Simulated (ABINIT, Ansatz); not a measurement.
# SrTiO3 (Tausonite): G0W0 on several meshes in ABINIT, part 2 of 2

Wanted: mesh dependence and cost of G0W0 for SrTiO3 (Tausonite).

ABINIT 10.8.3; PBE and many-body steps on it, plane waves. Known limits of the many-body steps: not at the basis limit; no spin-orbit coupling; coarse k mesh.

So far. Step 4 (4×4×4): The gap on the mesh goes from 1.91 eV to 3.48 eV, a correction of +1.57 eV. Step 5 (Empty states on the mesh, 6×6×6 mesh, 246 bands): On this mesh the gap is 1.908 eV.

### 7. 6×6×6

This step: G0W0 on PBE, plane waves, norm-conserving pseudopotentials.

run.abi reads:

```
acell 3*1.0 Angstrom
rprim 
  3.905280000000 0.000000000000 0.000000000000
  0.000000000000 3.905280000000 0.000000000000
  0.000000000000 0.000000000000 3.905280000000
ntypat 3
znucl 38 22 8
natom 5
typat 1 2 3 3 3
xred 
  0.500000000000 0.500000000000 0.500000000000
  0.000000000000 0.000000000000 0.000000000000
  0.500000000000 0.000000000000 0.000000000000
  0.000000000000 0.500000000000 0.000000000000
  0.000000000000 0.000000000000 0.500000000000
pp_dirpath "pseudos"
pseudos "Sr.upf, Ti.upf, O.upf"
ecut 38
ngkpt 6 6 6
nshiftk 1
shiftk 0 0 0
kptopt 1
chksymbreak 0
istwfk *1
occopt 1
irdwfk 1
optdriver 4
nband 238
gwcalctyp 0
ecutsigx 38
symsigma 1
nkptgw 2
kptgw 
  0.5000000000 0.5000000000 0.5000000000
  0.0000000000 0.0000000000 0.0000000000
bdgw 
  18 23
  18 23
ecuteps 7.8
irdscr 1
ppmodel 1
indata_prefix "in"
outdata_prefix "out"
tmpdata_prefix "tmp"
```

Run with:

```sh
$ OMP_NUM_THREADS=1 mpirun -n 4 abinit run.abi > log
```

The log of the run:

```text
.Version 10.8.3 of ABINIT. v10.8.2 released Aug 2026.

 Symmetries : space group Pm -3 m (#221); Bravais cP (primitive cubic)
[... echo of the input left out ...]
== DATASET  1 ==================================================================
-   mpi_nproc: 4, omp_nthreads: 1 (-1 if OMP is not activated)

--- !DatasetInfo
iteration_state: {dtset: 1, }
dimensions: {natom: 5, nkpt: 20, mband: 238, nsppol: 1, nspinor: 1, nspden: 1, mpw: 4632, }
cutoff_energies: {ecut:  38.0, pawecutdg:  -1.0, }
electrons: {nelect:   4.00000000E+01, charge:   0.00000000E+00, occopt:   1.00000000E+00, tsmear:   1.00000000E-02, }

 SIGMA: Calculation of the GW corrections

 Based on a program developped by R.W. Godby, V. Olevano, G. Onida, and L. Reining.
 Incorporated in ABINIT by V. Olevano, G.-M. Rignanese, and M. Torrent.
.Using double precision arithmetic ; gwpc =  8

[... cell and pseudopotentials left out ...]
--------------------------------------------------------------------------------

 ==== K-mesh for the wavefunctions ====
 Number of points in the irreducible wedge :    20
[... list of points left out ...]
 Together with 48 symmetry operations and time-reversal symmetry
 yields   216 points in the full Brillouin Zone.

 ==== Q-mesh for screening function ====
 Number of points in the irreducible wedge :    20
[... list of points left out ...]
 Together with 48 symmetry operations and time-reversal symmetry
 yields   216 points in the full Brillouin Zone.

 vcoul_init : cutoff-mode = AUXILIARY_FUNCTION
 q-points for optical limit:   1
     1)      0.000010    0.000020    0.000030
 setmesh: FFT mesh size selected  =    45x   45x   45
          total number of points  =        91125

 Number of electrons calculated from density =   40.0000; Expected =   40.0000
[...]
number of omega for Sigma on real axis              0
 max omega for Sigma on real axis  [eV]           0.00
 zcut for avoiding poles [eV]                     0.10

 EPSILON^-1 parameters (SCR file):
 dimension of the eps^-1 matrix on file            437
 dimension of the eps^-1 matrix used               437
 number of plane-waves for wavefunctions          4457
 number of bands                                   238
 number of q-points in IBZ                          20
 number of frequencies                               2
 number of real frequencies                          1
 number of imag frequencies                          1

 matrix elements of self-energy operator (all in [eV])

 Perturbative Calculation

--- !SelfEnergy_ee
iteration_state: {dtset: 1, }
kpoint     : [   0.500,    0.500,    0.500, ]
spin       : 1
KS_gap     :    4.517
QP_gap     :    6.381
Delta_QP_KS:    1.865
data: !SigmaeeData |
     Band     E0 <VxcDFT>   SigX SigC(E0)      Z dSigC/dE  Sig(E)    E-E0       E
       18   6.925 -20.192 -25.213   4.655   0.766  -0.306 -20.473  -0.280   6.645
       19   6.925 -20.192 -25.213   4.655   0.766  -0.306 -20.473  -0.280   6.645
       20   6.925 -20.192 -25.213   4.655   0.766  -0.306 -20.473  -0.280   6.645
[...]
--- !SelfEnergy_ee
iteration_state: {dtset: 1, }
kpoint     : [   0.000,    0.000,    0.000, ]
spin       : 1
KS_gap     :    2.263
QP_gap     :    3.851
Delta_QP_KS:    1.588
data: !SigmaeeData |
     Band     E0 <VxcDFT>   SigX SigC(E0)      Z dSigC/dE  Sig(E)    E-E0       E
[...]
22   8.833 -18.887 -11.515  -5.710   0.780  -0.282 -17.591   1.296  10.129
       23   8.833 -18.887 -11.515  -5.710   0.780  -0.282 -17.591   1.296  10.129

== END DATASET(S) ==============================================================
================================================================================

 -outvars: echo values of variables after computation  --------
           etotal      0.0000000000E+00
            nband         238
             nkpt          20
          spgroup         221
 [... the other variables as echoed above ...]

 Calculation completed.
```

Wall time 1.9 min (4 MPI ranks of Arm Neoverse V2, shared host); peak memory 3.7 GiB.

Numbers from this step:

| Property | Result |
| --- | --- |
| G0W0 gap on the points computed | 3.484 eV |
| starting gap on the mesh | 1.908 eV |
| k of the valence top | 0.5, 0.5, 0.5 |
| k of the conduction bottom | 0, 0, 0 |
| Z at the valence top | 0.766 |
| Z at the conduction bottom | 0.78 |
| least direct G0W0 gap on the computed points | 3.851 eV |

Against G0W0 in ABINIT (4×4×4 mesh, 238 bands, screening to 212.2 eV, Godby-Needs plasmon pole), the gap moves by +0.006 eV.

### 8. The runs together

Times are wall times on 4 MPI ranks of Arm Neoverse V2, shared host, good to a factor of about two. A run's time includes the screening step that it read.

| run | mesh | bands | screening cutoff (eV) | DFT gap (eV) | gap on the mesh (eV) | direct (eV) | ε∞ used | time |
| --- | --- | --- | --- | --- | --- | --- | --- | --- |
| 4×4×4 | 4×4×4 | 238 | 212.2 | 1.908 | 3.478 | 3.854 | 6.39 | 5.1 min |
| 6×6×6 | 6×6×6 | 238 | 212.2 | 1.908 | 3.484 | 3.851 | 5.97 | 28 min |

### 9. Outcome

```json
{"4×4×4": "3.478 eV", "6×6×6": "3.484 eV", "known limits": "not at the basis limit; no spin-orbit coupling; coarse k mesh"}
```

In words: 6×6×6: +0.006 eV against 4×4×4. Bands and cutoff are finite, so the gap is not at the basis limit. The miss can reach some tenths of an eV and take either sign; the mesh is an error of its own. In the G0W0 runs levels were corrected at 2 k points alone, so a gap called «on the mesh» is the least over those, and an edge elsewhere would be missed. The 4×4×4 mesh is coarse for this cell, which bears on the long-range parts of exchange and screening. This is the ideal cubic cell; many perovskites, halides above all, are cubic only on average, and local tilts or off-centring can widen the gap. The many-body steps are scalar-relativistic: spin-orbit coupling is not in them.

[Paths, hosts, dates, memory and timing lines, banners, echoed tables and standing remarks are left out of the program output.]

[Logs are printed without paths, hosts, clocks, repeated set-up lines and the standing remarks that a program may print on its own settings, such as how far it seeks lower states.]

[Runs of the session that timed out or met a known fault of the program may be left out.]

[Hosts, paths, dates, database ids (printed as entryN), source tags and the programs' standing remarks are cut or masked in the printed files.]

[G0W0 gaps are taken among the corrected bands and points alone; a level outside them can change the order at an edge.]

[Where Ansatz stands beside ABINIT at settings called matched, ABINIT's density can come from a denser mesh and the files from another edition; pairs whose starting gaps differed by over 0.03 eV were left out, so agreement reads better than it is.]
